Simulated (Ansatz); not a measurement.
# Elastic response of random rock-salt alloy of LiF and LiH (64 atoms), part 3 of 3

How stiff is random rock-salt alloy of LiF and LiH (64 atoms), and how do its levels respond to strain?

Ansatz 0.2.0; Kohn-Sham DFT, PBE, PAW (set soft_2), plane waves.

The cell: 32 Li, 24 H and 8 F. Sampling is at Γ alone.

So far. Step 9 (Volume -10 %): The relaxation converged after 3 steps, 0.0213 eV below its start, with a largest force component of 0.022 eV/Å. Step 9 (Volume -10 %): Volume -10 %: the energy stands 0.808 eV above that of the reference, at a pressure of 5.28 GPa.

**10. Stretched by 1 % along x**

The relaxed cell is strained along x alone, which gives the stiffness along x and its coupling to y and z.

Contents of input.yaml:

```yaml
crystal:
  lattice:
    - [8.19751, 5.0e-05, 0.00038]
    - [5.0e-05, 8.08325, -0.00208]
    - [0.00038, -0.00208, 8.13051]
  atoms:
    [... the 64 atom lines of step 4 ...]
kpoints:
  mp_grid: { grid: [1, 1, 1] }
hamiltonian:
  xc: pbe
scf:
  occupations: { method: fixed }
output:
  forces: true
  eigenvalues: true
  stress: true
relax:
  f_tol: 0.05
  max_steps: 70
```

The run is started by

```sh
$ ansatz run input.yaml --threads 4 --pin off --max-ram 8192MiB --backend cpu --events-out ev --progress --plain --runs-dir out
```

Numbers of over 12 decimals in the logs are rounded to 6 here.

What it wrote:

```text
[...]
Crystal: 64 atoms, lattice volume = 538.748 Å³
Basis set: ecut = 420 eV, 10551 PW (Γ), exchange–correlation on 120×120×120 points (8 copies of the dense FFT grid, shifted against one another)
Bands: 152, of which v1, the nominal top of the filled ones, is band 88 counted from 1 (87 counted from 0)
Symmetry: 1 space group operations
[...]
k-points: 1
[...]
SCF iter   1: F=—  HF=-13441.054102 eV  |F-HF|=—  |Δ(HF+E_count)|=         —  Δρ=2.28e-3  dr2=3.68e-2  ethr=1.77e-3  ⟨swp⟩=6.0  Hψ=525  notcnv=0  defer=62
[...]
SCF iter   6: F=-13441.050893 eV  HF=-13441.050893 eV  |F-HF|=8.12e-8  |Δ(HF+E_count)|=   3.73e-7  Δρ=1.14e-5  dr2=3.74e-7  ethr=2.20e-9  ⟨swp⟩=16.0  Hψ=1262  notcnv=0
SCF 1 converged in 6 iterations: F = -13441.050893 eV  dr2 = 3.74e-7
[...]
relax step   1: F+E_penalty+E_count = -13441.05089318 eV  Δ(F+E_penalty+E_count) = +0.000e0 eV  max|allowed force component| = 1.363e-2 eV/Å  Δτ_max = 0.0000 Å  (6 SCF iters, dr2 threshold 6.25e-5 eV, accepted)
[...]
SCF iter   4: F=-13441.050893 eV  HF=-13441.050893 eV  |F-HF|=6.00e-9  |Δ(HF+E_count)|=   1.34e-7  Δρ=1.76e-6  dr2=1.24e-8  ethr=5.68e-11  ⟨swp⟩=4.0  Hψ=479  notcnv=0
SCF 2 converged in 4 iterations: F = -13441.050893 eV  dr2 = 1.24e-8
relax step   2: F+E_penalty+E_count = -13441.05089334 eV  Δ(F+E_penalty+E_count) = -1.550e-7 eV  max|allowed force component| = 1.363e-2 eV/Å  Δτ_max = 0.0000 Å  (4 SCF iters, accepted)
SCF converged after 4 iterations
Free energy (F): -13441.050893 eV
[...]
Internal energy: -13441.050893 eV  (E = F + TS)
E sigma→0 (E₀):  -13441.050893 eV
Fermi energy:    1.449699 eV
[...]
--- Forces (eV/Å), atoms counted from 1 ---
  atom   1  Li    -0.00948071     0.00207847    -0.00385836
  atom   2  H     -0.00279135     0.00162156    -0.00748039
  atom   3  Li     0.00039876    -0.00737904     0.00175149
  atom   4  F      0.00114521     0.01080943     0.00604916
  atom   5  Li     0.00481582     0.00002757     0.00476832
  atom   6  H      0.00671024     0.01036874    -0.00731594
  atom   7  Li    -0.00544327    -0.00513225     0.00603437
  atom   8  H      0.00412071     0.00596493     0.00175353
  atom   9  Li    -0.00039347     0.00517250     0.00043981
  atom  10  H      0.00751758    -0.00092196     0.00181005
  atom  11  Li     0.00319537    -0.01084971     0.00203666
  atom  12  H     -0.00172099     0.01147873    -0.00746931
  atom  13  Li     0.01002628    -0.00534234    -0.00183320
  atom  14  H      0.00754394    -0.00621983     0.00711738
[...]
atom  63  Li    -0.00665496    -0.00031153    -0.00552639
  atom  64  H      0.00590376     0.00096601    -0.00576760
  max |Σ_I F_I| component: 2.14e-4 eV/Å
--- Stress (GPa, compression-positive) ---
       -0.764595       0.004321      -0.000121
        0.004321      -0.241606      -0.018188
       -0.000121      -0.018188      -0.262088
  P = ⅓ Tr σ = -0.4228 GPa (-4.228 kbar)
--- Band table (eV) ---
[...]
--- Relaxed structure (2 steps of the walk, 2 accepted, 0 SCFs on fresh bases) ---
  F+E_penalty+E_count = -13441.05089334 eV   max|allowed force component| = 1.363e-2 eV/Å
  atoms:
    - { symbol: Li, position: [0.0003, 0.999750, 0.99946] }
    - { symbol: H, position: [0.2497, 0.999580, 0.999530] }
    - { symbol: Li, position: [0.999840, 0.24899, 0.25003] }
    - { symbol: F, position: [0.2493, 0.249530, 0.24904] }
[...]
- { symbol: H, position: [0.499450, 0.74978, 0.498290] }
```

The job ended after 4.9 s (4 threads of Arm Neoverse V1, shared host; peak memory 0.58 GiB).

The relaxation converged after 2 steps, 0 eV below its start, with a largest force component of 0.014 eV/Å.

Stretched by 1 % along x: the energy stands 0.0114 eV above that of the reference, at a pressure of -0.423 GPa.

**11. Compressed by 1 % along x**

The relaxed cell is strained along x alone, which gives the stiffness along x and its coupling to y and z.

Edit input.yaml of step 10 so:

```diff
@@ -2,3 +2,3 @@
   lattice:
-    - [8.19751, 5.0e-05, 0.00038]
+    - [8.03519, 5.0e-05, 0.00038]
     - [5.0e-05, 8.08325, -0.00208]
```

What it wrote:

```text
[...]
Crystal: 64 atoms, lattice volume = 528.080 Å³
Basis set: ecut = 420 eV, 10345 PW (Γ), exchange–correlation on 108×120×120 points (8 copies of the dense FFT grid, shifted against one another)
Bands: 152, of which v1, the nominal top of the filled ones, is band 88 counted from 1 (87 counted from 0)
Symmetry: 1 space group operations
[...]
k-points: 1
[...]
SCF iter   1: F=—  HF=-13441.056067 eV  |F-HF|=—  |Δ(HF+E_count)|=         —  Δρ=2.41e-3  dr2=3.92e-2  ethr=1.77e-3  ⟨swp⟩=6.0  Hψ=524  notcnv=0  defer=62
[...]
SCF iter   5: F=-13441.051263 eV  HF=-13441.051266 eV  |F-HF|=2.87e-6  |Δ(HF+E_count)|=   6.81e-5  Δρ=3.76e-5  dr2=4.30e-6  ethr=4.25e-8  ⟨swp⟩=2.0  Hψ=151  notcnv=0  defer=62
SCF iter   6: F=-13441.051266 eV  HF=-13441.051266 eV  |F-HF|=1.57e-8  |Δ(HF+E_count)|=   5.54e-7  Δρ=1.05e-5  dr2=3.23e-7  ethr=2.44e-9  ⟨swp⟩=17.0  Hψ=1267  notcnv=0
SCF 1 converged in 6 iterations: F = -13441.051266 eV  dr2 = 3.23e-7
[...]
relax step   1: F+E_penalty+E_count = -13441.05126572 eV  Δ(F+E_penalty+E_count) = +0.000e0 eV  max|allowed force component| = 2.627e-2 eV/Å  Δτ_max = 0.0000 Å  (6 SCF iters, dr2 threshold 6.25e-5 eV, accepted)
[...]
SCF iter   4: F=-13441.051266 eV  HF=-13441.051266 eV  |F-HF|=4.47e-9  |Δ(HF+E_count)|=   1.63e-7  Δρ=2.30e-6  dr2=1.97e-8  ethr=5.68e-11  ⟨swp⟩=4.0  Hψ=502  notcnv=0
SCF 2 converged in 4 iterations: F = -13441.051266 eV  dr2 = 1.97e-8
relax step   2: F+E_penalty+E_count = -13441.05126584 eV  Δ(F+E_penalty+E_count) = -1.159e-7 eV  max|allowed force component| = 2.625e-2 eV/Å  Δτ_max = 0.0000 Å  (4 SCF iters, accepted)
SCF converged after 4 iterations
Free energy (F): -13441.051266 eV
[...]
Internal energy: -13441.051266 eV  (E = F + TS)
E sigma→0 (E₀):  -13441.051266 eV
Fermi energy:    1.597471 eV
[...]
Σ components = -13441.051266   (vs F -13441.051266, Δ=0.00e0)
--- Forces (eV/Å), atoms counted from 1 ---
  atom   1  Li    -0.01165923     0.00242610    -0.00338930
  atom   2  H     -0.00168829     0.00106459    -0.00859322
  atom   3  Li    -0.00197259    -0.00770906    -0.00688734
  atom   4  F      0.00393696     0.01112868     0.00573423
[...]
atom  64  H      0.00589601     0.00213514    -0.01095343
  max |Σ_I F_I| component: 4.70e-4 eV/Å
--- Stress (GPa, compression-positive) ---
        0.821520       0.004382      -0.000341
        0.004382       0.235661      -0.024267
       -0.000341      -0.024267       0.225569
  P = ⅓ Tr σ = 0.4276 GPa (4.276 kbar)
--- Band table (eV) ---
[...]
--- Relaxed structure (2 steps of the walk, 2 accepted, 0 SCFs on fresh bases) ---
  F+E_penalty+E_count = -13441.05126584 eV   max|allowed force component| = 2.625e-2 eV/Å
  atoms:
    - { symbol: Li, position: [0.0003, 0.999750, 0.99946] }
    - { symbol: H, position: [0.249700, 0.999580, 0.99953] }
    - { symbol: Li, position: [0.999840, 0.248990, 0.250030] }
    - { symbol: F, position: [0.2493, 0.249530, 0.249040] }
[...]
- { symbol: H, position: [0.499450, 0.749780, 0.498290] }
```

Wall time 5 s (4 threads); peak memory 0.58 GiB.

The relaxation converged after 2 steps, 0 eV below its start, with a largest force component of 0.026 eV/Å.

Compressed by 1 % along x: the energy stands 0.0110 eV above that of the reference, at a pressure of 0.428 GPa.

**12. Sheared by 2 % in xy**

A shear of the relaxed cell gives the modulus that volume changes can't reach.

input.yaml, the sections that differ from step 11:

```yaml
crystal:
  lattice:
    - [8.11635, 0.08121, 0.00038]
    - [0.08088, 8.08325, -0.00208]
    - [0.00036, -0.00208, 8.13051]
  atoms:
    [... the 64 atom lines of step 4 ...]
# kpoints, hamiltonian, scf, output, relax: as in step 11
```

What it wrote:

```text
[...]
Crystal: 64 atoms, lattice volume = 533.361 Å³
Basis set: ecut = 420 eV, 10429 PW (Γ), exchange–correlation on 120×120×120 points (8 copies of the dense FFT grid, shifted against one another)
Bands: 152, of which v1, the nominal top of the filled ones, is band 88 counted from 1 (87 counted from 0)
Symmetry: 1 space group operations
[...]
k-points: 1
[...]
SCF iter   1: F=—  HF=-13441.037306 eV  |F-HF|=—  |Δ(HF+E_count)|=         —  Δρ=2.36e-3  dr2=3.85e-2  ethr=1.77e-3  ⟨swp⟩=5.0  Hψ=526  notcnv=0  defer=61
[...]
SCF iter   6: F=-13441.030897 eV  HF=-13441.030897 eV  |F-HF|=5.60e-7  |Δ(HF+E_count)|=   3.02e-7  Δρ=1.58e-5  dr2=8.58e-7  ethr=2.38e-9  ⟨swp⟩=16.0  Hψ=1182  notcnv=0
SCF 1 converged in 6 iterations: F = -13441.030897 eV  dr2 = 8.58e-7
[...]
relax step   1: F+E_penalty+E_count = -13441.03089653 eV  Δ(F+E_penalty+E_count) = +0.000e0 eV  max|allowed force component| = 1.596e-2 eV/Å  Δτ_max = 0.0000 Å  (6 SCF iters, dr2 threshold 6.25e-5 eV, accepted)
[...]
SCF iter   3: F=-13441.030897 eV  HF=-13441.030897 eV  |F-HF|=8.05e-8  |Δ(HF+E_count)|=   6.47e-8  Δρ=4.88e-6  dr2=9.55e-8  ethr=5.68e-11  ⟨swp⟩=4.0  Hψ=479  notcnv=0
SCF 2 converged in 3 iterations: F = -13441.030897 eV  dr2 = 9.55e-8
relax step   2: F+E_penalty+E_count = -13441.03089694 eV  Δ(F+E_penalty+E_count) = -4.035e-7 eV  max|allowed force component| = 1.593e-2 eV/Å  Δτ_max = 0.0000 Å  (3 SCF iters, accepted)
SCF converged after 3 iterations
Free energy (F): -13441.030897 eV
[...]
Internal energy: -13441.030897 eV  (E = F + TS)
E sigma→0 (E₀):  -13441.030897 eV
Fermi energy:    1.523432 eV
[...]
--- Forces (eV/Å), atoms counted from 1 ---
  atom   1  Li    -0.01087325     0.00241883    -0.00400870
  atom   2  H      0.00120140     0.00445092    -0.00735142
  atom   3  Li    -0.00098237    -0.00742157    -0.00211736
  atom   4  F      0.00186001     0.01075602     0.00596079
  atom   5  Li     0.00483172    -0.00644550     0.00485193
  atom   6  H      0.01390477     0.00843390    -0.00747239
  atom   7  Li    -0.01442188    -0.00518275     0.00094884
  atom   8  H      0.00458921     0.00566389    -0.00111616
  atom   9  Li    -0.00018838     0.00673117     0.00071802
  atom  10  H      0.00517463    -0.00731305     0.00301189
  atom  11  Li     0.00384706    -0.01133471     0.00680326
  atom  12  H     -0.00087300     0.01272319    -0.00791879
  atom  13  Li     0.00913924     0.00033365    -0.00140636
  atom  14  H      0.00162310    -0.00456700     0.00778666
[...]
atom  63  Li    -0.01436826     0.00590164    -0.01156630
  atom  64  H      0.00342190     0.00552727    -0.00833720
  max |Σ_I F_I| component: 1.02e-4 eV/Å
--- Stress (GPa, compression-positive) ---
        0.000643      -0.959946       0.002473
       -0.959946       0.005934      -0.020784
        0.002473      -0.020784      -0.038886
  P = ⅓ Tr σ = -0.0108 GPa (-0.108 kbar)
--- Band table (eV) ---
[...]
--- Relaxed structure (2 steps of the walk, 2 accepted, 0 SCFs on fresh bases) ---
  F+E_penalty+E_count = -13441.03089694 eV   max|allowed force component| = 1.593e-2 eV/Å
  atoms:
    - { symbol: Li, position: [0.0003, 0.999750, 0.99946] }
    - { symbol: H, position: [0.249700, 0.99958, 0.999530] }
    - { symbol: Li, position: [0.99984, 0.248990, 0.250030] }
    - { symbol: F, position: [0.249300, 0.249530, 0.249040] }
[...]
- { symbol: H, position: [0.499450, 0.749780, 0.498290] }
```

The job ended after 4.8 s (4 threads; peak memory 0.58 GiB).

The relaxation converged after 2 steps, 0 eV below its start, with a largest force component of 0.016 eV/Å.

Sheared by 2 % in xy: the energy stands 0.0314 eV above that of the reference, at a pressure of -0.0108 GPa.

**13. Pressure against volume**

Atoms are relaxed at each volume, in the scaled cell.

```
volume change (%)  volume (Å³/atom)  energy change (meV/atom)  pressure (GPa)  largest move on relaxing (Å)  bonds  gap (eV)
              -10             7.501                     12.62            5.28                          0.03    192                4.13
               -6             7.835                      4.24            2.90                          0.01    192                4.13
               -3             8.085                      1.07            1.35                          0.00    192                4.12
               +0             8.335                      0.00           -0.01                             -    192                4.10
               +3             8.585                      0.87           -1.21                          0.00    192                4.09
               +6             8.835                      3.63           -2.24                          0.00    192                4.07
```

**14. Uniaxial strain and shear**

Stress (GPa, compression positive) less that of the relaxed cell, atoms relaxed:

```
                   strain      xx      yy      zz      xy  energy change (meV/atom)
 stretched by 1 % along x  -0.752  -0.235  -0.239   0.000                      0.18
compressed by 1 % along x   0.835   0.243   0.248   0.000                      0.17
     sheared by 2 % in xy   0.014   0.013  -0.016  -0.964                      0.49
```

**15. Outcome**

The bulk modulus, from the slope of pressure against ln V over the three points nearest the relaxed volume, is 42.6 GPa; a quadratic over all points gives a pressure derivative of about 3.5. The gap goes from 4.13 eV at the smallest volume to 4.07 eV at the largest, -0.4 eV per unit of ln V by a straight line, on the run's k-points. In the Cartesian axes of the cell, finite differences give C11 = 79.3, C12 = 23.9, C13 = 24.4 and C66 = 48.2 GPa (the shear of 2 % is the engineering strain, εxy = 0.01). The mean of C11, C12 and C13, which equals the bulk modulus in a cubic or isotropic solid, is 42.5 GPa: it agrees with the bulk modulus within 10 %.

**Limits.** Strains are finite and relaxations stop at the force tolerance of the input, which can leave moduli too stiff; they are those of a static cell at zero temperature. Volumes are changed with the cell's shape held, so in an anisotropic solid the modulus lies over the one under free hydrostatic load. The program notes that the SCF threshold of the relaxations is loose for the stress. The host structure and its lattice constant were typed by rule, without a check against the phase diagram.

The DFT runs together took 56 s of wall time.

[Logs are printed without paths, hosts, clocks, repeated set-up lines and the standing remarks that a program may print on its own settings, such as how far it seeks lower states.]

[Hosts, paths, dates, database ids (printed as entryN), source tags and the programs' standing remarks are cut or masked in the printed files.]
